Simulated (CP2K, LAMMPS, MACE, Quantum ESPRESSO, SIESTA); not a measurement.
# Ranking relaxed geometries by hand: glassy 83P2O5-17Al2O3 (mol %) (80 atoms)

The cell holds 80 atoms (20 P, 4 Al and 56 O). Recipe: 80 atoms (20 P, 4 Al, 56 O) placed at random at 2.43 g/cm³, melted at 4000 K for 10 ps at fixed volume with the Morse and Coulomb pair potential with partial charges (Pedone, Malavasi, Menziani, Cormack and Segre, J. Phys. Chem. B 110, 11780 (2006)). Quenched from 4000 K to 300 K at 6 K/ps and fixed volume, held 10 ps at zero pressure.

Each method relaxed the atoms from this start in the fixed cell; Quantum ESPRESSO 7.5 (PBE; plane waves, SSSP efficiency, 60/480 Ry; k-points Γ) then solved the start and every end.

```
                geometry  free energy (eV)  r.m.s. force (eV/Å)
                   start        -37762.066                1.688
end of MACE MPA-0 medium        -37772.741                0.140
 end of CP2K double zeta        -37772.358                0.227
       end of SIESTA DZP        -37770.973                0.321
```

Task: Find the energy that each relaxation gains per atom at this level, and what share of the best gain each reaches. Compare the gap between best and worst with kT at 300 K (25.9 meV).

Worked:

MACE MPA-0 medium: -37762.066 − (-37772.741) = 10.675 eV, or 133.4 meV an atom; 100 % of the best.

CP2K double zeta: -37762.066 − (-37772.358) = 10.292 eV, or 128.6 meV an atom; 96 % of the best.

SIESTA DZP: -37762.066 − (-37770.973) = 8.907 eV, or 111.3 meV an atom; 83 % of the best.

MACE MPA-0 medium gains most. SIESTA DZP ends 1.768 eV higher for the cell, 22.1 meV an atom, which is 0.85 kT an atom and 68 kT for the cell.

Limits: no end is a minimum of this level; CP2K double zeta and SIESTA DZP stopped short of the threshold.

[Logs are printed without paths, hosts, clocks, repeated set-up lines and the standing remarks that a program may print on its own settings, such as how far it seeks lower states.]

[Hosts, paths, dates, database ids (printed as entryN), source tags and the programs' standing remarks are cut or masked in the printed files.]
